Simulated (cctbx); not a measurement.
# What is wrong with this refinement?

Cell a = 6.0130 Å, b = 3.9090 Å, c = 18.3540 Å, α = 90.00°, β = 90.00°, γ = 90.00°; space group Amm2 (no. 38). The compound is CaYb.

Simulated single-crystal data (cctbx): Mo Kα, λ = 0.71073 Å, to d = 0.75 Å, 80 % of the full sphere, strongest reflection 40000 counts, noise from counting, a 1.5 % proportional error and a noise floor of 2 counts (s.d.); no absorption, and some extinction, which the refinements don't model.

An anisotropic refinement with weights 1/σ² prints:

```text
Rint 0.010, 41 unique reflections to 2.05 A
cycle     R1     wR2    GooF  max shift (A)
   1  0.0182  0.0419   4.007   0.03875
  12  0.0022  0.0056   0.534   0.00108
final R1 0.0022 wR2 0.0056 GooF 0.532  parameters 24  data/parameter 1.7
atom        x        y        z      Ueq    occ   su(xyz)  su(Uiso or U11)
Yb1    0.50000  0.50000  0.29712   0.0129  1.000  0.00032  0.0020  NPD
Yb2    0.00000  0.50000  0.14827   0.0266  1.000  0.00019  0.0025  NPD
Yb3    0.00000  0.50000  0.48617   0.0341  1.000  0.00013  0.0038  NPD
Ca1    0.50000  0.00000  0.46123   0.0609  1.000  0.00075  0.0101  NPD
Ca2    0.50000  0.00000  0.10975   0.0249  1.000  0.00073  0.0242  NPD
Ca3    0.00000  0.00000  0.32307   0.0522  1.000  0.00183  0.0088  NPD
difference map: max 0.01 min -0.01 rms 0.00
Q1    0.2806  0.0000  0.8103    4    0.01  1.34 A from Yb1
Q2    0.5000  0.0000  0.6492    2    0.01  2.08 A from Ca2
Q3    0.5000  0.0000  0.0686    2    0.01  0.76 A from Ca2
Q4    0.5000  0.0000  0.2112    2    0.01  1.86 A from Ca2
Q5    0.5000  0.0000  0.3686    2    0.01  1.70 A from Ca1
Q6    0.2493  0.0000  0.1507    4    0.01  1.68 A from Ca2
```

Q: Accept it or mend it, and why?

Mend it. The fault: data cut at low resolution. Against the right model at the same level, R1 goes from 0.0102 to 0.0022 and GooF from 1.29 to 0.53, U of Ca1 swells from 0.0251 to 0.0609 Å², U of Yb2 swells from 0.0116 to 0.0266 Å², U of Yb3 swells from 0.0177 to 0.0341 Å² and Yb1, Yb2, Yb3, Ca1, Ca2 and Ca3 go non-positive-definite. The atoms are right, but there are too few data for the parameters: R1 flatters and the s.u.s grow. Data per parameter fall from 27 to 1.7.

The compound is CaYb. The right model at the same level gives:

```text
Rint 0.014, 647 unique reflections to 0.75 A
cycle     R1     wR2    GooF  max shift (A)
   1  0.0120  0.0282   1.541   0.01081
   3  0.0102  0.0236   1.292   0.00008
final R1 0.0102 wR2 0.0236 GooF 1.292  parameters 24  data/parameter 27.0
atom        x        y        z      Ueq    occ   su(xyz)  su(Uiso or U11)
Yb1    0.50000  0.50000  0.29761   0.0180  1.000  0.00003  0.0002
Yb2    0.00000  0.50000  0.14811   0.0116  1.000  0.00002  0.0002
Yb3    0.00000  0.50000  0.48543   0.0177  1.000  0.00002  0.0002
Ca1    0.50000  0.00000  0.46500   0.0251  1.000  0.00020  0.0014
Ca2    0.50000  0.00000  0.11290   0.0341  1.000  0.00020  0.0014
Ca3    0.00000  0.00000  0.32127   0.0281  1.000  0.00034  0.0010
Flack x: 0.05(2)
Hooft y: 0.018(20)  Bijvoet pairs: 306
difference map: max 0.44 min -1.10 rms 0.16
Q1    0.0000  0.0000  0.8526    2    0.45  2.04 A from Ca3
Q2    0.5000  0.0000  0.5846    2    0.39  2.02 A from Ca2
Q3    0.0556  0.0000  0.3937    4    0.34  1.37 A from Ca3
Q4    0.0000  0.1436  0.5339    4    0.33  1.65 A from Yb3
Q5    0.0000  0.0000  0.7878    2    0.33  2.05 A from Ca3
Q6    0.5000  0.1263  0.6575    4    0.30  1.67 A from Ca2
```

The model is made up (kin elements in a known structure type, no relaxation), so it says nothing on whether the phase exists.

[Middle refinement cycles are left out of these outputs.]

[Logs are printed without paths, hosts, clocks, repeated set-up lines and the standing remarks that a program may print on its own settings, such as how far it seeks lower states.]
